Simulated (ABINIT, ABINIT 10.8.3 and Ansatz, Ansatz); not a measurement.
## NaAsF6 (Fm-3m): Bethe-Salpeter spectra with ABINIT

Aim: the absorption spectrum of NaAsF6 (Fm-3m) with electron-hole interaction, and what each part of the kernel does.

Method: LDA and many-body steps on it, plane waves, in ABINIT 10.8.3 and Ansatz 0.2.0.

### 1. Starting point

Symmetry: Fm-3m, No. 225, cubic system. The conventional cell has a = 7.966 Å, b = 7.966 Å, c = 7.966 Å, α = 90.00°, β = 90.00°, γ = 90.00°. Nearest to Na lie 6 F at 2.24 Å. As has 6 F at 1.74 Å nearest. F has 1 As at 1.74 Å and 1 Na at 2.24 Å nearest. Farther neighbours and most contacts between anions are not listed.

The cell and positions are those that the Materials Project relaxed with its own functionals (PBE, PBE+U or r2SCAN), kept fixed.

### 2. Empty states on the mesh, 2×2×2 mesh, 106 bands

This step: ABINIT 10.8.3; DFT, LDA, plane waves, norm-conserving pseudopotentials.

The sums over transitions need many empty states on a uniform mesh; this step solves for them.

Input file run.abi:

```
acell 3*1.0 Angstrom
rprim 
  -0.000000000000 3.983049320000 3.983049320000
  3.983049320000 -0.000000000000 3.983049320000
  3.983049320000 3.983049320000 0.000000000000
ntypat 3
znucl 11 33 9
natom 8
typat 1 2 3 3 3 3 3 3
xred 
  0.500000000000 0.500000000000 0.500000000000
  0.000000000000 0.000000000000 0.000000000000
  0.781629880000 0.781629880000 0.218370120000
  0.218370120000 0.781629880000 0.218370120000
  0.781629880000 0.218370120000 0.218370120000
  0.218370120000 0.218370120000 0.781629880000
  0.781629880000 0.218370120000 0.781629880000
  0.218370120000 0.781629880000 0.781629880000
pp_dirpath "pseudos"
pseudos "Na.upf, As.upf, F.upf"
ecut 44
ngkpt 2 2 2
nshiftk 1
shiftk 0 0 0
kptopt 1
chksymbreak 0
iscf -2
irdden 1
istwfk *1
nband 106
nbdbuf 8
tolwfr 1e-09
nstep 60
prtvol 0
indata_prefix "in"
outdata_prefix "out"
tmpdata_prefix "tmp"
```

On the command line:

```bash
$ OMP_NUM_THREADS=1 mpirun -n 4 abinit run.abi > log
```

Numbers of over 12 decimals in the logs are rounded to 6 here.

The program printed:

```text
.Version 10.8.3 of ABINIT. v10.8.2 released Aug 2026.

 Symmetries : space group Fm -3 m (#225); Bravais cF (face-center cubic)
[... echo of the input left out ...]
== DATASET  1 ==================================================================
-   mpi_nproc: 4, omp_nthreads: 1 (-1 if OMP is not activated)
-    --> not optimal distribution: autoparal keyword recommended in input file <--

--- !DatasetInfo
iteration_state: {dtset: 1, }
dimensions: {natom: 8, nkpt: 3, mband: 106, nsppol: 1, nspinor: 1, nspden: 1, mpw: 11935, }
cutoff_energies: {ecut:  44.0, pawecutdg:  -1.0, }
[...]
1.11544    1.13709    1.13709    1.13709    1.15733    1.15733    1.15733    1.21855
   1.21855    1.31204    1.31204    1.31204    1.38027    1.45907    1.45930    1.45960
   1.46507    1.47086
 prteigrs : prtvol=0 or 1, do not print more k-points.

== END DATASET(S) ==============================================================
================================================================================

 -outvars: echo values of variables after computation  --------
            nband         106
             nkpt           3
          spgroup         225
 [... the other variables as echoed above ...]

 Calculation completed.
```

It took 38 s on 4 MPI ranks of Arm Neoverse V1, shared host; peak memory 0.44 GiB.

Numbers from this step:

- gap: 5.289 eV
- k of the valence top: 0, 0, 0
- k of the conduction bottom: 0, 0, 0
- least direct gap: 5.289 eV
- k points computed: 3
- lowest point of the top converged band, above the valence top: 37.74 eV

On this mesh the gap is 5.289 eV.

The density comes from a self-consistent run that is not shown.

### 3. Screening, 2×2×2 mesh, 98 bands, screening to 98 eV

The RPA dielectric matrix is built and inverted for each q.

This step: RPA screening on LDA, plane waves, norm-conserving pseudopotentials.

Edit run.abi of step 2 so:

```diff
@@ -26,10 +26,11 @@
 chksymbreak 0
-iscf -2
-irdden 1
 istwfk *1
-nband 106
-nbdbuf 8
-tolwfr 1e-09
-nstep 60
-prtvol 0
+occopt 1
+irdwfk 1
+optdriver 3
+nband 98
+ecuteps 3.6
+inclvkb 2
+awtr 1
+symchi 1
 indata_prefix "in"
```

The program printed:

```text
.Version 10.8.3 of ABINIT. v10.8.2 released Aug 2026.

 Symmetries : space group Fm -3 m (#225); Bravais cF (face-center cubic)
[... echo of the input left out ...]
== DATASET  1 ==================================================================
-   mpi_nproc: 4, omp_nthreads: 1 (-1 if OMP is not activated)

--- !DatasetInfo
iteration_state: {dtset: 1, }
dimensions: {natom: 8, nkpt: 3, mband: 98, nsppol: 1, nspinor: 1, nspden: 1, mpw: 11935, }
cutoff_energies: {ecut:  44.0, pawecutdg:  -1.0, }
[...]
--------------------------------------------------------------------------------
[... chi0 elements left out ...]
 For q-point:  0.000010 0.000020 0.000030
  dielectric constant =   1.7182
  dielectric constant without local fields =   1.8889

  Average fulfillment of the sum rule on Im[epsilon] for q-point    1 :     23.06  [%]
[... wings left out ...]
  q-point number  2        q = ( 0.500000, 0.000000, 0.000000) [r.l.u.]
--------------------------------------------------------------------------------
[... chi0 elements left out ...]
  Average fulfillment of the sum rule on Im[epsilon] for q-point    2 :     27.43  [%]

 [... 1 further q-points ...]
```

Wall time 32 s (4 MPI ranks); peak memory 1.9 GiB; 2.1 min of CPU time.

Numbers from this step:

| Item | Value |
| --- | --- |
| ε∞ with local fields, on this mesh, along the program's q direction | 1.718 |
| the same without local fields | 1.889 |
| plasma frequency | 28.41 eV |
| plane waves in the screening matrix | 283 |

Local fields lower ε∞ by 9 %. On a Γ-centred mesh this coarse the value itself is usually too large, while a short band sum pulls it down.

### 4. Self-energy, 2×2×2 mesh, 98 bands, screening to 98 eV

The self-energy is evaluated for the states that the input lists, and the levels follow from it, in one-shot runs by the linearised quasiparticle equation.

This step: G0W0 on LDA, plane waves, norm-conserving pseudopotentials.

Edit run.abi of step 3 so:

```diff
@@ -29,8 +29,15 @@
 irdwfk 1
-optdriver 3
+optdriver 4
 nband 98
+gwcalctyp 0
+ecutsigx 44
+symsigma 1
+nkptgw 1
+kptgw 
+  0.0000000000 0.0000000000 0.0000000000
+bdgw 
+  35 39
 ecuteps 3.6
-inclvkb 2
-awtr 1
-symchi 1
+irdscr 1
+ppmodel 1
 indata_prefix "in"
```

The program printed:

```text
.Version 10.8.3 of ABINIT. v10.8.2 released Aug 2026.

 Symmetries : space group Fm -3 m (#225); Bravais cF (face-center cubic)
[... echo of the input left out ...]
== DATASET  1 ==================================================================
-   mpi_nproc: 4, omp_nthreads: 1 (-1 if OMP is not activated)

--- !DatasetInfo
iteration_state: {dtset: 1, }
dimensions: {natom: 8, nkpt: 3, mband: 98, nsppol: 1, nspinor: 1, nspden: 1, mpw: 11935, }
cutoff_energies: {ecut:  44.0, pawecutdg:  -1.0, }
[...]
37  -3.679 -23.072 -30.803   4.993   0.827  -0.210 -25.335  -2.264  -5.943
       38   1.610 -18.550 -13.230  -1.423   0.883  -0.132 -15.108   3.442   5.051
       39   5.598 -10.075  -5.459  -1.813   0.908  -0.101  -7.529   2.546   8.144

== END DATASET(S) ==============================================================
================================================================================

 -outvars: echo values of variables after computation  --------
           etotal      0.0000000000E+00
            nband          98
             nkpt           3
          spgroup         225
 [... the other variables as echoed above ...]

 Calculation completed.
```

Run time: 6.5 s. Hardware: 4 MPI ranks; peak memory 1.2 GiB; 25 s of CPU time.

Numbers from this step:

| Item | Value |
| --- | --- |
| G0W0 gap on the points computed | 10.99 eV |
| starting gap on the mesh | 5.289 eV |
| k of the valence top | 0, 0, 0 |
| k of the conduction bottom | 0, 0, 0 |
| least direct G0W0 gap on the computed points | 10.99 eV |

The gap on the mesh goes from 5.29 eV to 10.99 eV, a correction of +5.70 eV.

The gap opens by 5.705 eV; the next steps shift the empty bands rigidly by 5.705 eV.

### 5. Excitons

Light makes an electron and a hole together. The Bethe-Salpeter equation adds their screened attraction and their exchange, in a window of bands around the gap.

This step: Bethe-Salpeter equation on LDA with a scissors shift, plane waves, norm-conserving pseudopotentials.

Edit run.abi of step 4 so:

```diff
@@ -29,15 +29,17 @@
 irdwfk 1
-optdriver 4
-nband 98
-gwcalctyp 0
-ecutsigx 44
-symsigma 1
-nkptgw 1
-kptgw 
-  0.0000000000 0.0000000000 0.0000000000
-bdgw 
-  35 39
+optdriver 99
+bs_calctype 1
+mbpt_sciss 5.705 eV
+bs_loband 21
+nband 39
+bs_exchange_term 1
+bs_coulomb_term 11
+bs_coupling 0
+bs_algorithm 1
+bs_freq_mesh 0 17 0.1 eV
+zcut 0.15 eV
 ecuteps 3.6
+ecutwfn 22
+inclvkb 2
 irdscr 1
-ppmodel 1
 indata_prefix "in"
```

The program printed:

```text
.Version 10.8.3 of ABINIT. v10.8.2 released Aug 2026.

 Symmetries : space group Fm -3 m (#225); Bravais cF (face-center cubic)
[... echo of the input left out ...]
== DATASET  1 ==================================================================
-   mpi_nproc: 4, omp_nthreads: 1 (-1 if OMP is not activated)

--- !DatasetInfo
iteration_state: {dtset: 1, }
dimensions: {natom: 8, nkpt: 3, mband: 39, nsppol: 1, nspinor: 1, nspden: 1, mpw: 4279, }
cutoff_energies: {ecut:  22.0, pawecutdg:  -1.0, }
electrons: {nelect:   7.40000000E+01, charge:   0.00000000E+00, occopt:   1.00000000E+00, tsmear:   1.00000000E-02, }

 Exciton: Calculation of dielectric properties by solving the Bethe-Salpeter equation
 in frequency domain and reciprocal space on a transitions basis set.
 Based on a program developed by L. Reining, V. Olevano, F. Sottile,
 S. Albrecht, and G. Onida. Incorporated in ABINIT by M. Giantomassi.

.Using double precision arithmetic ; gwpc =  8

[... cell and pseudopotentials left out ...]
--------------------------------------------------------------------------------

 ==== K-mesh for the wavefunctions ====
 Number of points in the irreducible wedge :     3
[... list of points left out ...]
 Together with 48 symmetry operations and time-reversal symmetry
 yields     8 points in the full Brillouin Zone.

 ==== Q-mesh for the screening function ====
 Number of points in the irreducible wedge :     3
[... list of points left out ...]
 Together with 48 symmetry operations and time-reversal symmetry
 yields     8 points in the full Brillouin Zone.

 vcoul_init : cutoff-mode = AUXILIARY_FUNCTION
 q-points for optical limit:   1
     1)      0.000010    0.000020    0.000030
 setmesh: FFT mesh size selected  =    32x   32x   32
          total number of points  =        32768

 ==== Fundamental parameters for the solution of the Bethe-Salpeter equation: ====
 Algorithm: Direct diagonalization.
 Dimension of the v, W matrices,  npweps  = 283
 Cutoff for the wavefunctions,    npwwfn  = 4279
 Number of k-points in the IBZ,   nkibz   = 3
 Highest empty band included,     nband   = 39
 === Spin UP ===
 Number of resonant transitions          272
 Lowest occupied state                   21
 Highest occupied state                  37
 Lowest unoccupied state                 38
 Highest unoccupied state                39
 Minimum frequency [eV]           Emin    =   0.00
 Maximum frequency [eV]           Emax    =  17.00
 Frequency step [eV]              dE      =   0.10
 Lorentzian broadening [eV]       eta     =   0.15
 RPA L0 with KS energies and KS wavefunctions
 Scissors operator energy [eV] =          5.71
 Local fields effects (v term) included
 Excitonic effects (W term) included
 Full W_GG' included
 W is read from an external SCR file
 Resonant-only calculation (Hermitian case)

 Calculating epsilon_Macro(q-->0,w), along the following directions:
 q = (  1.383261  0.000000  0.000000) [r.l.u.]
 q = (  0.000000  1.383261  0.000000) [r.l.u.]
 q = (  0.000000  0.000000  1.383261) [r.l.u.]
 q = (  0.000000  1.197939  1.197939) [r.l.u.]
 q = (  1.197939  0.000000  1.197939) [r.l.u.]
 q = (  1.197939  1.197939  0.000000) [r.l.u.]
 Number of electrons calculated from density =   73.6169; Expected =   74.0000
 average of density, n =  0.086318
 r_s =    1.4037
 omega_plasma =   28.3405 [eV]

. Writing resonant excitonic Hamiltonian on file out_BSR; file size=   0.00 [Gb].
 Direct diagonalization of the resonant excitonic Hamiltonian, Matrix size= 272
. Using LAPACK sequential version.
 Excitonic eigenvalues in eV up to n=   32
   7.59718   7.62980   7.65188   8.37148   8.39120   8.39291   8.82664   8.84482
   8.84524   9.42076   9.43045   9.45376   9.71660   9.72130   9.74827  10.01337
  10.13032  10.14165  10.15615  10.20616  10.21951  10.22762  10.22908  10.23163
  10.23260  10.25941  10.26746  10.27542  10.27613  10.28932  10.32255  10.33541

 First excitonic eigenvalue=    7.60 [eV]
 Last  excitonic eigenvalue=   18.99 [eV]

 GW  direct gap      10.99  0.00 [eV]
 EXC direct gap       7.60  0.00 [eV]
 EXC binding energy   3.40  0.00 [eV]

 Excitonic eigenvalues up to the GW energy gap [eV]
  1 (  7.60  0.00)
  2 (  7.63  0.00)
  3 (  7.65  0.00)
  4 (  8.37  0.00)
  5 (  8.39  0.00)
  6 (  8.39  0.00)
[...]
48 ( 10.90  0.00)
 49 ( 10.91  0.00)
 50 ( 10.92  0.00)

 Macroscopic dielectric function:
 omega [eV] <KS_RPA_nlf>  <GW_RPA_nlf>  <BSE>
   0.0000   1.2980   0.0000   1.1815   0.0000   1.2220   0.0000
   0.1000   1.2981   0.0001   1.1815   0.0000   1.2220   0.0001
   0.2000   1.2982   0.0003   1.1815   0.0001   1.2220   0.0001
   0.3000   1.2984   0.0004   1.1816   0.0001   1.2221   0.0002
   0.4000   1.2987   0.0005   1.1816   0.0001   1.2222   0.0002
   0.5000   1.2991   0.0006   1.1817   0.0001   1.2224   0.0003
   0.6000   1.2995   0.0008   1.1818   0.0002   1.2226   0.0003
   0.7000   1.3001   0.0009   1.1819   0.0002   1.2228   0.0004
   0.8000   1.3007   0.0010   1.1820   0.0002   1.2231   0.0004
   0.9000   1.3014   0.0012   1.1822   0.0002   1.2233   0.0005

 Writing KS-RPA macroscopic dielectric function without local fields to file: out_RPA_NLF_MDF
 Writing GW-RPA macroscopic dielectric function without local fields to file: out_GW_NLF_MDF
 Writing EXC Macroscopic dielectric function to file: out_EXC_MDF

== END DATASET(S) ==============================================================
================================================================================

 -outvars: echo values of variables after computation  --------
           etotal      0.0000000000E+00
            nband          39
             nkpt           3
          spgroup         225
 [... the other variables as echoed above ...]

 Calculation completed.
```

The job ended after 13 s (4 MPI ranks; peak memory 0.61 GiB; 52 s of CPU time).

This step gave:

```
direct gap of the transition levels                            : 10.99 eV
transitions in the window                                      : 272
first strong exciton (over a fiftieth of the strongest listed) : 8.827 eV
lowest state                                                   : 7.597 eV
binding of the lowest state below the direct gap               : 3.397 eV
Coulomb term of one mesh cell                                  : 2.371 eV
```

The binding is 1.4 times the screened Coulomb term of one mesh cell (2.37 eV), so it is not shown settled.

The lowest state lies at 7.597 eV, 3.397 eV under the direct gap.

Lines within 3 meV are set at the lowest of them, and the highest group, which the list may cut short, is left out. Lines of the exciton spectrum (strongest = 100):

```tsv
position (eV)	lines merged	oscillator strength, relative
7.597	1	0.2
7.630	1	0.3
7.652	1	0.1
8.371	1	0.0
8.391	2	0.1
8.827	1	53
8.845	2	100
9.421	1	0.0
9.431	1	0.0
9.454	1	0.0
9.717	1	0.0
9.721	1	0.2
9.748	1	0.3
```

The ε₂ has structure finer than the step of the table below, so its rows give means over 0.5 eV, whole bins alone (the curve runs from 0 to 16.9 eV). Peaks (eV: height): BSE 8.80: 1.79, 12.90: 1.37, 13.50: 2.88, 14.80: 1.21; no electron-hole interaction 11.90: 0.868, 12.80: 1.16, 15.60: 1.18, 16.50: 2.71; Kohn-Sham, no shift 6.20: 0.865, 7.00: 1.15, 9.90: 1.18, 10.80: 2.73, 11.70: 0.816.

Mean over the three Cartesian directions of q; broadening 0.15 eV; transition window only. Limits: finite bands, cutoff and mesh; no spin-orbit coupling; coarse k mesh; exciton not shown settled in the k mesh. Table of ε₂ by photon energy; means over each step:

```tsv
photon energy (eV)	BSE	no electron-hole interaction	Kohn-Sham, no shift
0.5	2.8e-4	1.4e-4	6.4e-4
1.0	5.2e-4	2.6e-4	0.0013
1.5	7.9e-4	3.8e-4	0.00204
2.0	0.00109	5.4e-4	0.00291
2.5	0.00143	6.6e-4	0.00398
3.0	0.00181	8.3e-4	0.00535
3.5	0.00230	1.0e-3	0.00733
4.0	0.00282	0.00120	0.0103
4.5	0.00354	0.00142	0.0155
5.0	0.00445	0.00168	0.0265
5.5	0.00575	0.00197	0.0640
6.0	0.00766	0.00232	0.426
6.5	0.0108	0.00270	0.378
7.0	0.0168	0.00322	0.882
7.5	0.0334	0.00388	0.676
8.0	0.0728	0.00471	0.156
8.5	0.487	0.00585	0.0693
9.0	0.977	0.00743	0.0852
9.5	0.126	0.00981	0.307
10.0	0.0631	0.0138	0.945
10.5	0.0758	0.0215	1.01
11.0	0.183	0.0421	1.94
11.5	0.137	0.182	0.630
12.0	0.110	0.535	0.383
12.5	0.386	0.576	0.141
13.0	1.04	0.912	0.0726
13.5	1.85	0.311	0.0446
14.0	0.537	0.0818	0.113
14.5	0.645	0.0717	0.0309
15.0	0.767	0.148	0.0130
15.5	0.341	0.813	0.00885
16.0	0.227	0.709	0.00673
16.5	0.0625	2.03	0.00540
```

### 6. Triplet (no exchange term)

Edit run.abi of step 5 so:

```diff
@@ -32,5 +32,5 @@
 mbpt_sciss 5.705 eV
-bs_loband 21
+bs_loband 24
 nband 39
-bs_exchange_term 1
+bs_exchange_term 0
 bs_coulomb_term 11
@@ -38,3 +38,3 @@
 bs_algorithm 1
-bs_freq_mesh 0 17 0.1 eV
+bs_freq_mesh 0 15 0.1 eV
 zcut 0.15 eV
```

The program printed:

```text
.Version 10.8.3 of ABINIT. v10.8.2 released Aug 2026.

 Symmetries : space group Fm -3 m (#225); Bravais cF (face-center cubic)
[... echo of the input left out ...]
== DATASET  1 ==================================================================
-   mpi_nproc: 4, omp_nthreads: 1 (-1 if OMP is not activated)

--- !DatasetInfo
iteration_state: {dtset: 1, }
dimensions: {natom: 8, nkpt: 3, mband: 39, nsppol: 1, nspinor: 1, nspden: 1, mpw: 4279, }
cutoff_energies: {ecut:  22.0, pawecutdg:  -1.0, }
electrons: {nelect:   7.40000000E+01, charge:   0.00000000E+00, occopt:   1.00000000E+00, tsmear:   1.00000000E-02, }

 Exciton: Calculation of dielectric properties by solving the Bethe-Salpeter equation
 in frequency domain and reciprocal space on a transitions basis set.
 Based on a program developed by L. Reining, V. Olevano, F. Sottile,
 S. Albrecht, and G. Onida. Incorporated in ABINIT by M. Giantomassi.

.Using double precision arithmetic ; gwpc =  8

[... cell and pseudopotentials left out ...]
--------------------------------------------------------------------------------

 ==== K-mesh for the wavefunctions ====
 Number of points in the irreducible wedge :     3
[... list of points left out ...]
 Together with 48 symmetry operations and time-reversal symmetry
 yields     8 points in the full Brillouin Zone.

 ==== Q-mesh for the screening function ====
 Number of points in the irreducible wedge :     3
[... list of points left out ...]
 Together with 48 symmetry operations and time-reversal symmetry
 yields     8 points in the full Brillouin Zone.

 vcoul_init : cutoff-mode = AUXILIARY_FUNCTION
 q-points for optical limit:   1
     1)      0.000010    0.000020    0.000030
 setmesh: FFT mesh size selected  =    32x   32x   32
[...]
average of density, n =  0.086318
 r_s =    1.4037
 omega_plasma =   28.3405 [eV]

. Writing resonant excitonic Hamiltonian on file out_BSR; file size=   0.00 [Gb].
 Direct diagonalization of the resonant excitonic Hamiltonian, Matrix size= 224
. Using LAPACK sequential version.
 Excitonic eigenvalues in eV up to n=   32
   7.49189   7.53216   7.55527   8.27792   8.29697   8.29913   8.45689   8.47503
   8.47618   9.35000   9.40521   9.41632   9.42639   9.44928   9.63248   9.63854
   9.63905  10.01250  10.13631  10.20073  10.21659  10.21968  10.22417  10.22542
  10.23106  10.23298  10.23495  10.25943  10.26663  10.27515  10.27606  10.28806

 First excitonic eigenvalue=    7.49 [eV]
 Last  excitonic eigenvalue=   16.80 [eV]

 GW  direct gap      10.99  0.00 [eV]
 EXC direct gap       7.49  0.00 [eV]
 EXC binding energy   3.50  0.00 [eV]

 Excitonic eigenvalues up to the GW energy gap [eV]
  1 (  7.49  0.00)
  2 (  7.53  0.00)
  3 (  7.56  0.00)
[...]
49 ( 10.91  0.00)
 50 ( 10.92  0.00)

 Macroscopic dielectric function:
 omega [eV] <KS_RPA_nlf>  <GW_RPA_nlf>  <BSE>
   0.0000   1.1825   0.0000   1.1058   0.0000   1.1463   0.0000
   0.1000   1.1826   0.0001   1.1058   0.0000   1.1463   0.0000
   0.2000   1.1827   0.0002   1.1058   0.0000   1.1464   0.0001
[...]
0.8000   1.1846   0.0008   1.1062   0.0001   1.1474   0.0004
   0.9000   1.1852   0.0009   1.1063   0.0002   1.1476   0.0005

 Writing KS-RPA macroscopic dielectric function without local fields to file: out_RPA_NLF_MDF
 Writing GW-RPA macroscopic dielectric function without local fields to file: out_GW_NLF_MDF
 Writing EXC Macroscopic dielectric function to file: out_EXC_MDF

== END DATASET(S) ==============================================================
================================================================================

 -outvars: echo values of variables after computation  --------
           etotal      0.0000000000E+00
            nband          39
             nkpt           3
          spgroup         225
 [... the other variables as echoed above ...]

 Calculation completed.
```

Elapsed: 10 s, on 4 MPI ranks; peak memory 0.59 GiB; 40 s of CPU time.

The lowest triplet lies at 7.492 eV; without spin-orbit coupling triplets are dark, so no spectrum is read.

(Continued in part 2 of 3.)

[Paths, hosts, dates, memory and timing lines, banners, echoed tables and standing remarks are left out of the program output.]

[Logs are printed without paths, hosts, clocks, repeated set-up lines and the standing remarks that a program may print on its own settings, such as how far it seeks lower states.]

[Runs of the session that timed out or met a known fault of the program may be left out.]

[Hosts, paths, dates, database ids (printed as entryN), source tags and the programs' standing remarks are cut or masked in the printed files.]

[G0W0 gaps are taken among the corrected bands and points alone; a level outside them can change the order at an edge.]

[Where Ansatz stands beside ABINIT at settings called matched, ABINIT's density can come from a denser mesh and the files from another edition; pairs whose starting gaps differed by over 0.03 eV were left out, so agreement reads better than it is.]
